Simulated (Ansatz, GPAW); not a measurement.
# RbZnCl3 (model structure): optical spectrum from first principles

Wanted: where RbZnCl3 (model structure) starts to absorb, how strongly, and its refractive index. The structure is a model built here, which may or may not match a known phase. It was built so: All Cd replaced by Zn and Cs replaced by Rb in the Pm-3m structure of CsCdCl3. The cell is first relaxed with Ansatz.

Program: GPAW 26.7.0. Level of theory: DFT, PBE, plane-wave PAW (GPAW data sets), scalar-relativistic, RPA, optical limit. Results are calculated unless marked as measured.

This is a report of a sequence of runs, with most program output left out.

**1. The starting structure**

Symmetry: Pm-3m, No. 221, cubic system. Conventional cell: a = 4.890 Å, b = 4.890 Å, c = 4.890 Å, α = 90.00°, β = 90.00°, γ = 90.00°. Nearest to Rb lie 12 Cl at 3.46 Å. Nearest to Zn lie 6 Cl at 2.44 Å. Cl has 2 Zn at 2.44 Å and 4 Rb at 3.46 Å nearest. All Cd replaced by Zn and Cs replaced by Rb in the Pm-3m structure of CsCdCl3. Farther neighbours and most contacts between anions are not listed.

**2. Relaxation**

The structure was built or cut out here, so it is relaxed before any spectrum is computed.

This step: DFT, PBE, plane-wave PAW, default files, scalar-relativistic, relaxation (Ansatz 0.2.0).

The input, input.yaml:

```yaml
crystal:
  lattice:
    - [4.88979827, 0.0, 0.0]
    - [0.0, 4.88979827, 0.0]
    - [0.0, 0.0, 4.88979827]
  atoms:
    - { symbol: Rb, position: [0.0, 0.0, 0.0] }
    - { symbol: Zn, position: [0.5, 0.5, 0.5] }
    - { symbol: Cl, position: [0.5, 0.5, 0.0] }
    - { symbol: Cl, position: [0.5, 0.0, 0.5] }
    - { symbol: Cl, position: [0.0, 0.5, 0.5] }
kpoints:
  mp_grid: { grid: [5, 5, 5] }
scf:
  occupations: { method: fermi_dirac, width: 0.05 }
hamiltonian:
  xc: pbe
output:
  forces: true
  stress: true
relax:
  f_tol: 0.02
  max_steps: 50
  cell: {}
```

Command:

```bash
ansatz run input.yaml --threads 1 --pin off --max-ram 4096MiB --backend cpu --events-out ev --progress --plain --runs-dir out
```

Run time: 8.6 s. Hardware: 1 thread of Arm Neoverse V2, shared host; peak memory 0.37 GiB.

The steps of the relaxation:

| step | energy less that of the first step (eV) | largest force component (eV/Å) | pressure (GPa) | volume (Å³) |
| --- | --- | --- | --- | --- |
| 1 | 0.0000 | 0.0000 | 2.98 | 116.92 |
| 2 | -0.0639 | 0.0000 | 1.02 | 122.22 |
| 3 | -0.0738 | 0.0000 | 0.12 | 125.18 |
| 4 | -0.0739 | 0.0000 | 0.01 | 125.57 |
| 5* | -0.0753 | 0.0000 | 0.01 | 125.57 |

Relaxation steps marked * repeat the geometry before them on a plane-wave basis chosen anew for their cell, so energy and pressure can jump there.

The run keeps the 48 symmetry operations that it works with, so distortions that break them were not tested.

| conventional cell, symmetrised | before | after | change |
| --- | --- | --- | --- |
| a (Å) | 4.890 | 5.008 | +2.4 % |
| b (Å) | 4.890 | 5.008 | +2.4 % |
| c (Å) | 4.890 | 5.008 | +2.4 % |
| volume (Å³/atom) | 23.38 | 25.11 | +7.4 % |

The relaxed structure:

```xyz
5
Lattice="5.0077 0.0000 0.0000 0.0000 5.0077 0.0000 0.0000 0.0000 5.0077" Properties=species:S:1:pos:R:3 pbc="T T T"
Rb    0.0000    0.0000    0.0000
Zn    2.5038    2.5038    2.5038
Cl    2.5038    2.5038    0.0000
Cl    2.5038    0.0000    2.5038
Cl    0.0000    2.5038    2.5038
```

The relaxation ends with a pressure of 0.01 GPa.

**3. Ground state**

The self-consistent density comes first; it also tells whether there is a gap, which decides the occupations and the need for a Drude term.

This step: DFT, PBE, plane-wave PAW (GPAW data sets), scalar-relativistic, ground state (GPAW 26.7.0).

The input, gs.py:

```python
from ase import Atoms
from ase.dft.bandgap import bandgap
from gpaw import GPAW, PW, FermiDirac

atoms = Atoms(['Rb', 'Zn', 'Cl', 'Cl', 'Cl'],
              cell=[[5.007652597100, 0.000000000000, 0.000000000000],
                    [0.000000000000, 5.007652597100, 0.000000000000],
                    [0.000000000000, 0.000000000000, 5.007652597100]],
              scaled_positions=[[1.000000000000, 0.000000000000, 0.000000000000],
                                [0.500000000000, 0.500000000000, 0.500000000000],
                                [0.500000000000, 0.500000000000, 1.000000000000],
                                [0.500000000000, 1.000000000000, 0.500000000000],
                                [0.000000000000, 0.500000000000, 0.500000000000]],
              pbc=[True, True, True])
atoms.calc = GPAW(mode=PW(500), xc='PBE', kpts={'size': (5, 5, 5), 'gamma': True},
                  occupations=FermiDirac(0.05), maxiter=150, txt='gs.txt')
print('energy (eV)', atoms.get_potential_energy())
print('Fermi level (eV)', atoms.calc.get_fermi_level())
print('valence electrons', atoms.calc.get_number_of_electrons())
print('gap (eV)', bandgap(atoms.calc, output=None)[0])
print('direct gap (eV)', bandgap(atoms.calc, direct=True, output=None)[0])
atoms.calc.write('gs.gpw')
```

Command:

```bash
OMP_NUM_THREADS=1 python gs.py
```

Wall time 15 s (1 thread); peak memory 0.17 GiB.

This step gave:

| Item | Value |
| --- | --- |
| energy | -14.61 eV |
| Fermi energy | 2.144 eV |
| gap on the k-mesh | 1.475 eV |
| direct gap on the mesh | 1.813 eV |
| electrons | 42 |

There is a gap, 1.47 eV on this mesh (points off the mesh can give less), so no carriers' term is needed.

**4. Bands for the response**

The response needs many more empty bands than the density does.

This step: DFT, PBE, plane-wave PAW (GPAW data sets), scalar-relativistic, bands at fixed density (GPAW 26.7.0).

The input, nscf.py:

```python
from ase.dft.bandgap import bandgap
from gpaw import GPAW, FermiDirac

calc = GPAW('gs.gpw').fixed_density(kpts={'size': (6, 6, 6), 'gamma': True}, nbands=68, convergence={'bands': 62},
                                    occupations=FermiDirac(0.001), txt='nscf.txt')
print('gap (eV)', bandgap(calc, output=None)[0])
print('direct gap (eV)', bandgap(calc, direct=True, output=None)[0])
print('top band over the Fermi level (eV)', min(calc.get_eigenvalues(kpt=k)[61] for k in range(len(calc.get_ibz_k_points()))) - calc.get_fermi_level())
calc.write('full.gpw', mode='all')
```

Command:

```bash
OMP_NUM_THREADS=1 python nscf.py
```

The job ended after 2.1 min (1 thread; peak memory 0.26 GiB).

Read-outs, printed or worked out from the files:

- gap on the k-mesh: 1.397 eV

**5. Dielectric function, RPA**

Transitions between filled and empty bands, summed over the zone, give the optical response, so mesh, band count and broadening shape it.

The induced potential is part of this response.

This step: DFT, PBE, plane-wave PAW (GPAW data sets), scalar-relativistic, RPA, optical limit (GPAW 26.7.0).

The input, df.py:

```python
from gpaw.response.df import DielectricFunction

df = DielectricFunction('full.gpw', frequencies={'type': 'nonlinear', 'domega0': 0.03, 'omega2': 8},
                        ecut=60,
                        eta=0.15,
                        nbands=62,
                        txt='df.txt')
for direction in ['x']:
    df.get_dielectric_function(xc='RPA', direction=direction, filename=f'df_{direction}.csv')
```

Command:

```bash
OMP_NUM_THREADS=1 python df.py
```

The job ended after 19 s (1 thread; peak memory 0.75 GiB).

Read-outs, printed or worked out from the files:

```
electronic dielectric constant ε∞, mean over x, y and z (by symmetry where fewer were run) : 3.388
main peak of Im epsilon, first axis                                                        : 8.642 eV
```

Some rows of df_x.csv (energy; Re and Im without local fields; Re and Im with them):

```text
0.000000, 3.850832, -0.000000, 3.388323, -0.000000
0.555532, 3.880261, 0.016731, 3.415623, 0.015577
1.143969, 3.995424, 0.048899, 3.523829, 0.046523
1.768324, 4.205336, 0.435212, 3.721287, 0.434897
2.431988, 4.494913, 0.635667, 3.987229, 0.622175
3.138794, 3.929569, 0.962506, 3.376554, 0.977430
3.893091, 4.769861, 0.821930, 4.107651, 0.762712
4.699832, 4.842636, 1.564710, 3.968773, 1.378378
5.564682, 3.960560, 2.705864, 3.354657, 2.200396
6.494155, 3.676144, 2.650292, 3.265624, 2.325084
7.495775, 3.703204, 2.356489, 2.719501, 2.051210
8.578281, 2.939972, 4.147512, 2.113619, 2.906078
9.751884, 1.043257, 3.639298, 1.232960, 2.468345
11.028587, 0.907960, 2.627392, 0.878672, 1.769634
12.422601, -0.261171, 2.633216, 0.670302, 2.128403
13.950874, 0.229071, 1.370615, 0.427680, 1.212546
15.633783, 0.747887, 1.499915, 0.626950, 1.210840
17.496047, -0.062350, 1.952546, 0.796638, 1.036199
19.567954, -0.228796, 0.849604, 0.441655, 0.946489
```

The Im ε, E ∥ x has structure finer than the step of the table below, so its rows give means over 0.5 eV, whole bins alone (the curve runs from 0 to 21.9 eV). Peaks (eV: height): 2.86: 1.05, 4.24: 1.53, 5.61: 2.21, 6.55: 2.40, 7.15: 2.84, 8.64: 2.95, 12.34: 2.19.

Values under the direct gap are tails of Lorentzian lines. Table of Im ε, E ∥ x by photon energy; means over each step:

| photon energy (eV) | Im ε, E ∥ x |
| --- | --- |
| 0.5 | 0.0141 |
| 1.0 | 0.0371 |
| 1.5 | 0.158 |
| 2.0 | 0.320 |
| 2.5 | 0.628 |
| 3.0 | 0.976 |
| 3.5 | 0.490 |
| 4.0 | 0.976 |
| 4.5 | 1.27 |
| 5.0 | 1.86 |
| 5.5 | 1.99 |
| 6.0 | 1.87 |
| 6.5 | 2.14 |
| 7.0 | 2.39 |
| 7.5 | 2.19 |
| 8.0 | 2.60 |
| 8.5 | 2.85 |
| 9.0 | 2.82 |
| 9.5 | 2.55 |
| 10.0 | 2.47 |
| 10.5 | 2.00 |
| 11.0 | 1.82 |
| 11.5 | 1.70 |
| 12.0 | 2.00 |
| 12.5 | 2.08 |
| 13.0 | 1.69 |
| 13.5 | 1.42 |
| 14.0 | 1.19 |
| 14.5 | 1.14 |
| 15.0 | 1.07 |
| 15.5 | 1.20 |
| 16.0 | 1.03 |
| 16.5 | 1.03 |
| 17.0 | 0.967 |
| 17.5 | 1.03 |
| 18.0 | 1.02 |
| 18.5 | 1.05 |
| 19.0 | 1.11 |
| 19.5 | 0.984 |
| 20.0 | 0.851 |
| 20.5 | 0.884 |
| 21.0 | 0.925 |
| 21.5 | 0.782 |

Re ε, E ∥ x against photon energy:

photon energy (eV), Re ε, E ∥ x and a bar:
```
        0       3.39 ########################
        1       3.49 #########################
        2       3.54 ##########################
        3       3.46 #########################
        4       4.08 ##############################
        5       3.75 ###########################
        6       3.01 #####################
        7       3.18 #######################
        8       2.31 ################
        9       1.73 ###########
       10       1.18 #######
       11       0.87 ####
       12       1.24 #######
       13       0.36 
       14       0.45 #
       15       0.73 ###
       16       0.56 ##
       17       0.73 ###
       18       0.70 ###
       19       0.63 ##
       20       0.49 #
       21       0.43 #
```

The refractive index n and extinction k by photon energy:

| photon energy (eV) | n | k |
| --- | --- | --- |
| 0 | 1.84 | 0 |
| 1 | 1.87 | 0.00949 |
| 2 | 1.88 | 0.0720 |
| 3 | 1.88 | 0.258 |
| 4 | 2.03 | 0.244 |
| 5 | 2.00 | 0.503 |
| 6 | 1.81 | 0.519 |
| 7 | 1.89 | 0.627 |
| 8 | 1.69 | 0.748 |
| 9 | 1.59 | 0.896 |
| 10 | 1.40 | 0.888 |
| 11 | 1.19 | 0.748 |
| 12 | 1.35 | 0.752 |
| 13 | 1.02 | 0.819 |
| 14 | 0.924 | 0.636 |
| 15 | 1.00 | 0.526 |
| 16 | 0.920 | 0.539 |
| 17 | 0.983 | 0.490 |
| 18 | 0.978 | 0.510 |
| 19 | 0.985 | 0.580 |
| 20 | 0.857 | 0.492 |
| 21 | 0.852 | 0.541 |

The Im ε, E ∥ x has structure finer than the step of the table below, so its rows give means over 1 eV, whole bins alone (the curve runs from 0 to 21.9 eV). Peaks (eV: height): without local fields 2.9: 1.05, 5.6: 2.71, 7.1: 3.12, 9.2: 4.48, 12.0: 3.27, 16.4: 2.09; with local fields 2.9: 1.05, 4.2: 1.53, 5.6: 2.21, 6.5: 2.40, 7.2: 2.84, 8.6: 2.95, 12.3: 2.19.

Values under the direct gap are tails of Lorentzian lines. Table of Im ε, E ∥ x by photon energy; means over each step:

| photon energy (eV) | without local fields | with local fields |
| --- | --- | --- |
| 1 | 0.0459 | 0.0439 |
| 2 | 0.347 | 0.343 |
| 3 | 0.820 | 0.825 |
| 4 | 0.954 | 0.906 |
| 5 | 2.01 | 1.70 |
| 6 | 2.37 | 1.97 |
| 7 | 2.54 | 2.29 |
| 8 | 3.28 | 2.57 |
| 9 | 4.16 | 2.80 |
| 10 | 3.40 | 2.36 |
| 11 | 2.69 | 1.81 |
| 12 | 2.99 | 1.97 |
| 13 | 2.00 | 1.72 |
| 14 | 1.44 | 1.23 |
| 15 | 1.38 | 1.12 |
| 16 | 1.68 | 1.07 |
| 17 | 1.91 | 0.991 |
| 18 | 1.69 | 1.03 |
| 19 | 1.15 | 1.08 |
| 20 | 0.885 | 0.870 |
| 21 | 0.530 | 0.894 |

The loss function −Im 1/ε at q → 0, E ∥ x has structure finer than the step of the table below, so its rows give means over 0.5 eV, whole bins alone (the curve runs from 0 to 21.9 eV). Peaks (eV: height): 14.04: 0.750, 16.03: 0.767, 19.94: 0.884.

Values under the direct gap are tails of Lorentzian lines. Table of loss function −Im 1/ε at q → 0, E ∥ x by energy loss; means over each step:

| energy loss (eV) | loss function −Im 1/ε at q → 0, E ∥ x |
| --- | --- |
| 0.5 | 0.00120 |
| 1.0 | 0.00303 |
| 1.5 | 0.0114 |
| 2.0 | 0.0242 |
| 2.5 | 0.0411 |
| 3.0 | 0.0748 |
| 3.5 | 0.0426 |
| 4.0 | 0.0556 |
| 4.5 | 0.0807 |
| 5.0 | 0.108 |
| 5.5 | 0.133 |
| 6.0 | 0.148 |
| 6.5 | 0.150 |
| 7.0 | 0.169 |
| 7.5 | 0.186 |
| 8.0 | 0.201 |
| 8.5 | 0.221 |
| 9.0 | 0.263 |
| 9.5 | 0.316 |
| 10.0 | 0.339 |
| 10.5 | 0.422 |
| 11.0 | 0.444 |
| 11.5 | 0.414 |
| 12.0 | 0.371 |
| 12.5 | 0.437 |
| 13.0 | 0.566 |
| 13.5 | 0.645 |
| 14.0 | 0.718 |
| 14.5 | 0.674 |
| 15.0 | 0.648 |
| 15.5 | 0.617 |
| 16.0 | 0.726 |
| 16.5 | 0.660 |
| 17.0 | 0.667 |
| 17.5 | 0.623 |
| 18.0 | 0.667 |
| 18.5 | 0.650 |
| 19.0 | 0.690 |
| 19.5 | 0.830 |
| 20.0 | 0.866 |
| 20.5 | 0.779 |
| 21.0 | 0.878 |
| 21.5 | 1.02 |

Optical constants at common wavelengths, from n + ik = √ε:

| wavelength (nm) | n | k | R (%) | 1/α |
| --- | --- | --- | --- | --- |
| 1064 | 1.88 | 0.013 | 9.3 | 6.5 µm |
| 800 | 1.93 | 0.038 | 10.0 | 1.7 µm |
| 633 | 1.88 | 0.083 | 9.4 | 608 nm |
| 532 | 1.99 | 0.097 | 11.0 | 435 nm |
| 450 | 1.97 | 0.220 | 11.2 | 163 nm |
| 405 | 1.87 | 0.255 | 9.9 | 126 nm |
| 248 | 2.00 | 0.502 | 13.5 | 39 nm |

Below the direct gap, k and the depth come from the tails of the Lorentzian lines, not from transitions.

Rows near the edge hang on the gap, which this functional as a rule makes too small, and phonon-assisted absorption is left out.

**6. Results**

```yaml
electronic_dielectric_constant_eps_infinity_mean_over_x_y_and_z_by_symmetry_where_fewer_were_run_rpa: 3.39
main_peak_of_im_epsilon_first_axis: 8.64 eV
```

What this shows: At this level (PBE, RPA) RbZnCl3 has ε∞ = 3.39 and n = 1.86 at 1550 nm, and Im ε peaks at 8.6 eV. The cell grew by 7.4 % in volume. On the mesh the gap is 1.40 eV and the least direct gap 1.81 eV, so on this mesh the band edges lie at different points. Local fields change the static value along x from 3.85 to 3.39 (-12 %). Distinct maxima of Im ε, read by a parabola through the highest points, lie at 6.56 eV (2.4), 7.14 eV (2.8), 7.87 eV (2.8) and 8.64 eV (2.9). Excitons and phonon-assisted transitions are missing; PBE gaps are as a rule too small, which pulls the onset down and ε∞ up. The sum runs over mesh points, so small or evenly spaced maxima can still be ripples of the mesh. In this version of GPAW the matrix elements of the optical limit are incomplete, which can lower ε − 1 by up to a tenth where first-row anions or d states rule, and shift it by more in d metals.

[Machine, clock and banner lines and Python warnings are left out of the logs.]

[Logs are printed without paths, hosts, clocks, repeated set-up lines and the standing remarks that a program may print on its own settings, such as how far it seeks lower states.]

[Hosts, paths, dates, database ids (printed as entryN), source tags and the programs' standing remarks are cut or masked in the printed files.]
